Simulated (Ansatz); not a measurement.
# A hypothetical structure for Sr2CuS2Br2

This structure for Sr2CuS2Br2 is made up. Its elements were placed in a known structure type with a cell scaled to their sizes. What cell does the guess relax to, and how far off was it?

Calculated with Ansatz 0.2.0; DFT, PBEsol, plane-wave PAW, files of the set soft_1, scalar-relativistic, ferromagnetic start, cell and ions relaxed at zero pressure; PAW set soft_1, in the first sound run; inputs show where later runs differ.

## (1) Set-up

Symmetry: I4/mmm, No. 139, tetragonal system. Conventional cell: a = 4.256 Å, b = 4.256 Å, c = 18.434 Å, α = 90.00°, β = 90.00°, γ = 90.00°. Sr has 4 S at 2.84 Å and 4 Br at 3.11 Å nearest. Nearest to Br lie 1 Cu at 2.67 Å and 4 Sr at 3.11 Å. Cu has 4 S at 2.13 Å and 2 Br at 2.67 Å nearest. Nearest to S lie 2 Cu at 2.13 Å and 4 Sr at 2.84 Å. Farther neighbours and most contacts between anions are not listed.

## (2) Relaxation of the guess

The guess takes its coordinates from another compound and its volume from a rule, so the cell and any free coordinates are relaxed together.

Input file input.yaml:

```yaml
crystal:
  lattice:
    - [-2.128, 2.128, 9.217]
    - [2.128, -2.128, 9.217]
    - [2.128, 2.128, -9.217]
  atoms:
    - { symbol: Sr, position: [0.6017, 0.6017, 0.0] }
    - { symbol: Sr, position: [0.3983, 0.3983, 0.0] }
    - { symbol: Br, position: [0.8553, 0.8553, 0.0] }
    - { symbol: Br, position: [0.1447, 0.1447, 0.0] }
    - { symbol: Cu, position: [0.0, 0.0, 0.0], spin: 0.6 }
    - { symbol: S, position: [0.0, 0.5, 0.5] }
    - { symbol: S, position: [0.5, 0.0, 0.5] }
magnetization:
  spin_polarized: true
kpoints:
  mp_grid: { grid: [9, 9, 9] }
scf:
  occupations: { method: fermi_dirac, width: 0.05 }
hamiltonian:
  xc: pbesol
  pseudopotentials: { kind: paw, azcp: { folder: soft_1 }, xc_functional: pbe }
relax:
  f_tol: 0.015
  max_steps: 70
  cell: {}
output:
  forces: true
  stress: true
```

Launch:

```sh
$ ansatz run input.yaml --threads 4 --pin off --max-ram 10240MiB --backend cpu --events-out ev --progress --plain --runs-dir out
```

Numbers of over 12 decimals in the logs are rounded to 6 here.

What it wrote:

```text
basis.fft_grid_basis auto: the FFT boxes are laid along the combinations [[1, 0, 1], [0, 1, 1], [0, 0, 1]] of the cell's own vectors, 4.256, 4.256 and 9.696 Å long. The dense box has 30×30×72 points. Along the cell's own vectors, as sized, it would have 72×72×72, 5.76 times as many. Of the 16 symmetry operations that the crystal satisfies within crystal.symmetry.tolerance (time reversal apart; of a slab, those that k [...]
Engine: ansatz 0.2.0, aarch64-unknown-linux-gnu
Pseudopotentials: kind: paw
Pseudopotential: Sr, paw, valence charge 10, recommended cutoff 420 eV (normal), soft_1/Sr.paw.azcp
Pseudopotential: Br, paw, valence charge 7, recommended cutoff 420 eV (normal), soft_1/Br.paw.azcp
Pseudopotential: Cu, paw, valence charge 19, recommended cutoff 420 eV (normal), soft_1/Cu.paw.azcp
Pseudopotential: S, paw, valence charge 6, recommended cutoff 420 eV (normal), soft_1/S.paw.azcp
Functional definition: PBEsol
  exchange = pbesol_x
  correlation = pbesol_c
Crystal: 7 atoms, lattice volume = 166.952 Å³
Basis set: ecut = 420 eV, 3247 PW (Γ), FFT grids on a1+a3, a2+a3, a3, exchange–correlation on 60×60×144 points (8 copies of the dense FFT grid, shifted against one another)
Bands: 40, of which v1, the nominal top of the filled ones, is band 33 counted from 1 (32 counted from 0)
Symmetry: 16 space group operations
Space group: I4/mmm (ITA 139), of the structure as read, at distance tolerance 5.5e-5 Å
Magnetic group: BNS 139.531 (UNI 1191), of the structure as read, at distance tolerance 5.5e-5 Å
k-points: 75 of 729
Non-local potential: Sr, projectors of the file, l = 0: 3, l = 1: 2, l = 2: 2
Non-local potential: Br, projectors of the file, l = 0: 2, l = 1: 2, l = 2: 2
Non-local potential: Cu, projectors of the file, l = 0: 3, l = 1: 2, l = 2: 3, l = 3: 1
Non-local potential: S, projectors of the file, l = 0: 2, l = 1: 2, l = 2: 1
PAW form: soft (Blöchl's): semilocal exchange-correlation on the pseudo side does not see the compensation charge
PAW frozen core: Sr, regenerated for the run's functional, and the local potential with it (the file was generated under x = pbe(κ = 0.804, μ = 0.219515), c = pbe(β = 0.066725))
PAW frozen core: Br, regenerated for the run's functional, and the local potential with it (the file was generated under x = pbe(κ = 0.804, μ = 0.219515), c = pbe(β = 0.066725))
PAW frozen core: Cu, regenerated for the run's functional, and the local potential with it (the file was generated under x = pbe(κ = 0.804, μ = 0.219515), c = pbe(β = 0.066725))
PAW frozen core: S, regenerated for the run's functional, and the local potential with it (the file was generated under x = pbe(κ = 0.804, μ = 0.219515), c = pbe(β = 0.066725))
PAW one-centre angular grid: Sr, 110 points (default); XC on 64 Gauss nodes
PAW one-centre angular grid: Br, 110 points (default); XC on 64 Gauss nodes
PAW one-centre angular grid: Cu, 590 points (default); XC on 64 Gauss nodes
PAW one-centre angular grid: S, 110 points (default); XC on 64 Gauss nodes
Initial density: superposition of atomic densities (chi_scale 0.1, normalization cell, long waves kept (reshape's long-wave potential 0.13 eV rms))
Starting moments: Σ|m| = 0.6 μB on 1 of 7 sites
Initial wavefunctions: pseudopotential atomic-orbital guess
Functional: x = pbesol(κ = 0.804, μ = 0.123457), c = pbesol(β = 0.046)
SCF iter   1: F=—  HF=-20832.001590 eV  |F-HF|=—  |Δ(HF+E_count)|=         —  Δρ=8.37e-2 (↑8.37e-2 ↓6.22e-2)  dr2=3.88e1  dr2_m=2.15e-1  M=0.223 μB ∫|m|=0.418 μB  β_m=0.30  ethr=3.10e-3  ⟨swp⟩=12.3  Hψ=38632  notcnv=0
preconditioner: auto → Kerker (q_TF=auto, 2.331 Å⁻¹)  [metal: Δε(μ)=0.012 eV  Ē_g=11.495 eV  σ=0.050 eV  W_gap=0.06  n_scr=42 (ndim 8)  ℏωp=20.9 eV  f_vac=0.097  D(μ)=1.99/eV (n_scr^D=4)]
spin=Collinear: Kerker preconditioning applied to the charge; magnetization (m = ρ↑ − ρ↓) channel mixes plain (no charge-response kernel on spin).
SCF iter   2: F=—  HF=-20828.649711 eV  |F-HF|=—  |Δ(HF+E_count)|=    3.35e0  Δρ=4.15e-2 (↑1.88e-2 ↓4.15e-2)  dr2=1.05e1  dr2_m=4.49e-1  M=0.109 μB ∫|m|=0.132 μB  β_m=0.30  ethr=3.10e-3  ⟨swp⟩=4.0  Hψ=16944  notcnv=0  defer=117
SCF iter   3: F=—  HF=-20827.154472 eV  |F-HF|=—  |Δ(HF+E_count)|=    1.50e0  Δρ=2.14e-2 (↑2.14e-2 ↓1.46e-2)  dr2=6.76e0  dr2_m=1.86e-1  M=0.131 μB ∫|m|=0.150 μB  β_m=0.30  ethr=3.10e-3  ⟨swp⟩=3.0  Hψ=13441  notcnv=0  defer=276
SCF iter   4: F=—  HF=-20825.594080 eV  |F-HF|=—  |Δ(HF+E_count)|=    1.56e0  Δρ=1.20e-2 (↑1.20e-2 ↓1.09e-2)  dr2=1.65e0  dr2_m=1.35e-1  M=0.072 μB ∫|m|=0.093 μB  β_m=0.30  ethr=3.10e-3  ⟨swp⟩=4.2  Hψ=13204  notcnv=0  defer=242
SCF iter   5: F=—  HF=-20825.736765 eV  |F-HF|=—  |Δ(HF+E_count)|=   1.43e-1  Δρ=2.99e-2 (↑1.42e-2 ↓2.99e-2)  dr2=3.02e0  dr2_m=1.11e-1  M=0.001 μB ∫|m|=0.039 μB  β_m=0.30  ethr=2.55e-3  ⟨swp⟩=5.0  Hψ=13834  notcnv=0  defer=238
SCF iter   6: F=—  HF=-20825.164777 eV  |F-HF|=—  |Δ(HF+E_count)|=   5.72e-1  Δρ=1.27e-2 (↑3.90e-3 ↓1.27e-2)  dr2=6.43e-1  dr2_m=5.66e-2  M=0.003 μB ∫|m|=0.032 μB  β_m=0.30  ethr=2.55e-3  ⟨swp⟩=2.9  Hψ=10460  notcnv=0  defer=229
SCF iter   7: F=—  HF=-20825.096461 eV  |F-HF|=—  |Δ(HF+E_count)|=   6.83e-2  Δρ=8.18e-3 (↑8.18e-3 ↓3.71e-3)  dr2=2.54e-1  dr2_m=2.83e-2  M=0.009 μB ∫|m|=0.027 μB  β_m=0.30  ethr=9.89e-4  ⟨swp⟩=2.9  Hψ=9442  notcnv=0  defer=230
SCF iter   8: F=—  HF=-20825.142673 eV  |F-HF|=—  |Δ(HF+E_count)|=   4.62e-2  Δρ=7.19e-3 (↑7.19e-3 ↓2.17e-3)  dr2=1.09e-1  dr2_m=1.42e-2  M=0.012 μB ∫|m|=0.023 μB  β_m=0.30  ethr=3.91e-4  ⟨swp⟩=4.1  Hψ=11541  notcnv=0  defer=243
Mixer restart at iter 8: flushing history
spin-set hold released at iteration 8 (site moments contracting): the magnetisation degrees of freedom join the quasi-Newton model from the next iteration; the mixer history was flushed
SCF iter   9: F=—  HF=-20825.121339 eV  |F-HF|=—  |Δ(HF+E_count)|=   2.13e-2  Δρ=3.55e-3 (↑3.55e-3 ↓2.29e-3)  dr2=2.43e-2  dr2_m=8.73e-3  M=0.006 μB ∫|m|=0.017 μB  β_m=0.47  ethr=1.68e-4  ⟨swp⟩=2.0  Hψ=6758  notcnv=0  defer=239
SCF iter  10: F=—  HF=-20825.116990 eV  |F-HF|=—  |Δ(HF+E_count)|=   4.35e-3  Δρ=2.62e-3 (↑2.62e-3 ↓8.40e-4)  dr2=1.75e-2  dr2_m=1.61e-3  M=0.003 μB ∫|m|=0.008 μB  β_m=0.43  ethr=3.73e-5  ⟨swp⟩=2.0  Hψ=11277  notcnv=0  defer=238
SCF iter  11: F=—  HF=-20825.115991 eV  |F-HF|=—  |Δ(HF+E_count)|=   9.99e-4  Δρ=1.71e-3 (↑6.52e-4 ↓1.71e-3)  dr2=4.72e-3  dr2_m=6.22e-4  M=0.001 μB ∫|m|=0.005 μB  β_m=0.71  ethr=2.70e-5  ⟨swp⟩=2.0  Hψ=9205  notcnv=0  defer=238
[...]
relax step   8: F+E_penalty+E_count = -20826.97514405 eV  Δ(F+E_penalty+E_count) = -1.740e-2 eV  max|allowed force component| = 2.218e-2 eV/Å  Δτ_max = 0.0126 Å  P = +0.109 GPa  Ω = 168.877 Å³  energy of the carried Pulay correction = -3.023e-4 eV  (7 SCF iters, dr2 threshold 7.00e-7 eV, accepted)
[...]
relax step   9: F+E_penalty+E_count = -20826.97558819 eV  Δ(F+E_penalty+E_count) = -4.441e-4 eV  max|allowed force component| = 1.025e-2 eV/Å  Δτ_max = 0.0075 Å  P = -0.027 GPa  Ω = 169.307 Å³  energy of the carried Pulay correction = -3.694e-4 eV  (7 SCF iters, dr2 threshold 9.23e-8 eV, accepted)
Basis set: ecut = 420 eV, 3307 PW (Γ), FFT grids on a1+a3, a2+a3, a3, exchange–correlation on 64×64×120 points (8 copies of the dense FFT grid, shifted against one another)
Initial wavefunctions: pseudopotential atomic-orbital guess (no wavefunctions were taken with the density)
iter 1 solved again at ethr=3.41e-6 eV; its pass at ethr=3.10e-3 eV (dr2=2.21e-3 eV) is discarded
SCF iter   1: F=—  HF=-20826.973296 eV  |F-HF|=—  |Δ(HF+E_count)|=         —  Δρ=5.68e-4 (↑5.68e-4 ↓5.68e-4)  dr2=5.21e-5  dr2_m=1.09e-12  M=0.000 μB ∫|m|=0.000 μB  β_m=0.30  ethr=3.41e-6  ⟨swp⟩=3.8  Hψ=50810  notcnv=0
preconditioner: auto → Resta (q_TF=auto, 2.326 Å⁻¹)  ε∞=4.2  [insulator: Δε(μ)=0.317 eV  Ē_g=11.683 eV  σ=0.050 eV  W_gap=0.91  n_scr=34 (ndim 8)  ℏωp=20.8 eV  f_vac=0.006  D(μ)=0.34/eV (n_scr^D=0)  ε∞_Penn≈4.2]
spin=Collinear: Resta preconditioning applied to the charge; magnetization (m = ρ↑ − ρ↓) channel mixes plain (no charge-response kernel on spin).
SCF iter   2: F=—  HF=-20826.975517 eV  |F-HF|=—  |Δ(HF+E_count)|=   2.22e-3  Δρ=4.00e-4 (↑4.00e-4 ↓4.00e-4)  dr2=2.67e-5  dr2_m=5.93e-13  M=0.000 μB ∫|m|=0.000 μB  β_m=0.63  ethr=8.01e-8  ⟨swp⟩=2.0  Hψ=9234  notcnv=0
SCF iter   3: F=—  HF=-20826.977591 eV  |F-HF|=—  |Δ(HF+E_count)|=   2.07e-3  Δρ=9.00e-5 (↑9.00e-5 ↓9.00e-5)  dr2=2.84e-5  dr2_m=5.49e-15  M=0.000 μB ∫|m|=0.000 μB  β_m=0.45  ethr=4.11e-8  ⟨swp⟩=2.0  Hψ=10718  notcnv=0
SCF iter   4: F=—  HF=-20826.977602 eV  |F-HF|=—  |Δ(HF+E_count)|=   1.05e-5  Δρ=4.81e-6 (↑4.81e-6 ↓4.81e-6)  dr2=7.40e-8  dr2_m=2.36e-15  M=0.000 μB ∫|m|=0.000 μB  β_m=0.45  ethr=4.11e-8  ⟨swp⟩=2.5  Hψ=10645  notcnv=0
SCF iter   5: F=—  HF=-20826.977598 eV  |F-HF|=—  |Δ(HF+E_count)|=   4.02e-6  Δρ=1.28e-6 (↑1.28e-6 ↓1.28e-6)  dr2=8.14e-9  dr2_m=1.57e-15  M=-0.000 μB ∫|m|=0.000 μB  β_m=0.68  ethr=1.14e-10  ⟨swp⟩=2.1  Hψ=10462  notcnv=0
SCF iter   6: F=—  HF=-20826.977598 eV  |F-HF|=—  |Δ(HF+E_count)|=   5.55e-9  Δρ=8.86e-7 (↑8.86e-7 ↓8.85e-7)  dr2=2.74e-9  dr2_m=1.12e-15  M=0.000 μB ∫|m|=0.000 μB  β_m=0.84  ethr=1.25e-11  ⟨swp⟩=2.0  Hψ=8476  notcnv=0
SCF iter   7: F=—  HF=-20826.977606 eV  |F-HF|=—  |Δ(HF+E_count)|=   7.89e-6  Δρ=4.91e-7 (↑4.91e-7 ↓4.88e-7)  dr2=1.21e-9  dr2_m=1.18e-14  M=-0.000 μB ∫|m|=0.000 μB  β_m=0.84  ethr=4.22e-12  ⟨swp⟩=2.0  Hψ=10816  notcnv=0
SCF iter   8: F=—  HF=-20826.977606 eV  |F-HF|=—  |Δ(HF+E_count)|=  5.09e-11  Δρ=3.33e-7 (↑3.33e-7 ↓3.32e-7)  dr2=5.02e-10  dr2_m=1.60e-15  M=-0.000 μB ∫|m|=0.000 μB  β_m=0.92  ethr=1.87e-12  ⟨swp⟩=2.4  Hψ=9562  notcnv=0
SCF iter   9: F=-20826.977606 eV  HF=-20826.977606 eV  |F-HF|=1.09e-11  |Δ(HF+E_count)|=  9.09e-11  Δρ=6.26e-8 (↑6.26e-8 ↓6.23e-8)  dr2=3.49e-11  dr2_m=1.17e-16  M=0.000 μB ∫|m|=0.000 μB  ethr=1.00e-12  ⟨swp⟩=3.3  Hψ=24187  notcnv=0
the starting moments were not kept: the SCF closed with an absolute magnetisation of 3.8e-9 μB, where they sum to 0.6 μB in size (1 site). That is at most 0.1 of that sum. Measured as dr2_m measures the in/out step, that magnetisation stands 1.5e-18 eV from none, at or under the dr2_threshold of 7.0e-11 eV: it is no larger than a step whose dr2_m would equal this threshold.
SCF 10 converged in 9 iterations: F = -20826.977606 eV  dr2 = 3.49e-11
relax step  10: F+E_penalty+E_count = -20826.97760585 eV  Δ(F+E_penalty+E_count) = -2.018e-3 eV  max|allowed force component| = 1.024e-2 eV/Å  Δτ_max = 0.0000 Å  P = -0.018 GPa  Ω = 169.307 Å³  stress off target by 2.83e-2 GPa  SCF on the basis re-selected at this cell (its energy is not comparable with the rows above)  (9 SCF iters)
basis re-selected at this cell: Δ(F+E_penalty+E_count) = -2.018e-3 eV, ΔP = +0.009 GPa vs the last step (what re-selecting the basis moved, of the pressure what is left beyond the Pulay correction that the steps carried, after the strain that the cell walked since its last selection, with what the two solves' SCF thresholds leave and, on support functions, any second-order correction that the steps lacked; it is no measure of the basis error at this ecutwfc). The dense FFT grid was sized anew with the basis: this SCF ran on 32×32×60 points, the steps before it on 30×30×72, so part of this shift can come from that change (see relax.cell in the input reference). [rest of the remark cut]
SCF converged after 9 iterations
Magnetization: 0.0000 μB (32.5000 up, 32.5000 down)
Absolute magnetization: 0.0000 μB (∫|ρ↑−ρ↓|, with the PAW one-centre terms)
Spin contamination: 0.0000 ħ² per cell (⟨S²⟩ above its minimum at these occupations)
Per-site moments (μB) at R_I (Å): [(-9.957689406973304e-11, 1.242876), (-9.957689852100646e-11, 1.242876), (1.2608887035223194e-10, 1.273596), (1.2608888425587488e-10, 1.273596), (-3.734893406622357e-10, 0.935728), (1.0886658838850121e-10, 0.935728), (1.088664347472405e-10, 0.935728)]
Free energy (F): -20826.977606 eV
Harris-Foulkes:  -20826.977606 eV  (|F-HF|=1.09e-11)
Internal energy: -20826.973537 eV  (E = F + TS)
E sigma→0 (E₀):  -20826.975572 eV
Entropy (-TS):   -0.004068 eV (-0.581 meV/atom)
Fermi energy:    7.276231 eV
--- Per-component energies (eV) ---
  E_band       = -706.996378
  E_kinetic    = 1204.805804
  E_local      = -9641.522848  (includes V_loc(G=0)·N_el)
  E_nonlocal   = 1535.845469
  E_hartree    = 3919.362628
  E_xc         = -984.598993
  E_vxc        = -786.449856  (∫ρ·V_xc dr)
  E_paw        = -12782.671646  (= ΣΔE_a)
  E_vpaw       = -858.400808  (= ΣTr[D̂ρ^β])
  E_aug_tail   = 0.000915  (compensation charges beyond the density's cutoff)
  E_ewald      = -4078.978206
  E_core_change = 0.783339  (= ΣΔE_core)
  E_smearing   = -0.004068  (= −TS)
  E_closure    = 0.000000  (closes the sum)
  Σ components = -20826.977606   (vs F -20826.977606, Δ=0.00e0)
--- Forces (eV/Å), atoms counted from 1 ---
  atom   1  Sr     0.00000000    -0.00000000     0.01023919
  atom   2  Sr     0.00000000     0.00000000    -0.01023919
  atom   3  Br     0.00000000     0.00000000     0.00570103
  atom   4  Br     0.00000000     0.00000000    -0.00570103
  atom   5  Cu     0.00000000     0.00000000     0.00000000
  atom   6  S     -0.00000000     0.00000000    -0.00000000
  atom   7  S      0.00000000    -0.00000000     0.00000000
  max |Σ_I F_I| component: 3.47e-18 eV/Å
--- Stress (GPa, compression-positive) ---
       -0.012620       0.000000      -0.000000
        0.000000      -0.012620       0.000000
       -0.000000      -0.000000      -0.028314
  P = ⅓ Tr σ = -0.0179 GPa (-0.179 kbar)
--- Relaxed structure (9 steps of the walk, 8 accepted, 1 SCFs on fresh bases) ---
  F+E_penalty+E_count = -20826.97760585 eV   max|allowed force component| = 1.024e-2 eV/Å   (the final SCF, on the basis selected at the relaxed cell)
  cell:  # Å, volume = 169.3075 Å³
    - [-2.268433, 2.268433, 8.225539]
    - [2.268433, -2.268433, 8.225539]
    - [2.268433, 2.268433, -8.225539]
  atoms:
    - { symbol: Sr, position: [0.620544, 0.620544, 0] }
    - { symbol: Sr, position: [0.379456, 0.379456, 0] }
    - { symbol: Br, position: [0.812322, 0.812322, 0] }
    - { symbol: Br, position: [0.187678, 0.187678, 0] }
    - { symbol: Cu, position: [0, 0, 0] }
    - { symbol: S, position: [0, 0.500000, 0.500000] }
    - { symbol: S, position: [0.500000, 0, 0.500000] }
```

Elapsed: 2.9 min, on 4 threads of Arm Neoverse V1, shared host; peak memory 0.98 GiB; 12 min of CPU time.

Step by step:

| step | energy less that of the first step (eV) | largest force component (eV/Å) | pressure (GPa) | volume (Å³) |
| --- | --- | --- | --- | --- |
| 1 | 0.0000 | 1.8100 | 12.35 | 166.95 |
| 2 | -1.2456 | 0.7189 | 2.49 | 183.78 |
| 3 | -1.4613 | 0.3578 | 0.70 | 184.93 |
| 4 | -1.6285 | 0.2758 | -0.25 | 179.43 |
| 5 | -1.8027 | 0.2572 | -0.23 | 172.43 |
| 6 | -1.7522 | 0.6366 | 1.33 | 165.24 |
| 7 | -1.8381 | 0.1132 | -1.21 | 173.24 |
| 8 | -1.8555 | 0.0222 | 0.11 | 168.88 |
| 9 | -1.8560 | 0.0102 | -0.03 | 169.31 |
| 10* | -1.8580 | 0.0102 | -0.02 | 169.31 |

Relaxation steps marked * repeat the geometry before them on a plane-wave basis chosen anew for their cell, so energy and pressure can jump there. Relaxation step 6 was tried and not accepted.

Forces are held to the 16 operations that the run works with; a distortion that breaks them can't arise in this run.

| conventional cell, symmetrised | before | after | change |
| --- | --- | --- | --- |
| a (Å) | 4.256 | 4.537 | +6.6 % |
| b (Å) | 4.256 | 4.537 | +6.6 % |
| c (Å) | 18.434 | 16.451 | -10.8 % |
| volume (Å³/atom) | 23.85 | 24.19 | +1.4 % |

The atoms that moved most (Å, as changes of fractional coordinates times the final cell):

| atom | dx | dy | dz | length |
| --- | --- | --- | --- | --- |
| Br3 | 0.000 | 0.000 | -0.707 | 0.707 |
| Br4 | 0.000 | 0.000 | 0.707 | 0.707 |
| Sr2 | 0.000 | 0.000 | -0.310 | 0.310 |
| Sr1 | 0.000 | 0.000 | 0.310 | 0.310 |

This step gave:

```yaml
free_energy: -20826.9776 eV
energy_at_zero_smearing: -20826.9756 eV
smearing_term_ts: 0.004068 eV
fermi_energy: 7.276 eV
electrons: 65
symmetry_operations: 16
pressure: -0.01785 GPa
```

Shortest distances by pair of elements, guess and relaxed (not always the same contact):

| pair | guess (Å) | relaxed (Å) |
| --- | --- | --- |
| Cu–S | 2.128 | 2.268 |
| S–Sr | 2.836 | 3.013 |
| Br–Cu | 2.667 | 3.088 |
| Br–Sr | 3.112 | 3.155 |
| S–S | 3.009 | 3.208 |

The relaxation ends with a largest force component of 0.010 eV/Å and a pressure of -0.02 GPa. The starting moments have collapsed: the run ends non-magnetic.

[end of part 1 of 2]

[Logs are printed without paths, hosts, clocks, repeated set-up lines and the standing remarks that a program may print on its own settings, such as how far it seeks lower states.]

[Hosts, paths, dates, database ids (printed as entryN), source tags and the programs' standing remarks are cut or masked in the printed files.]
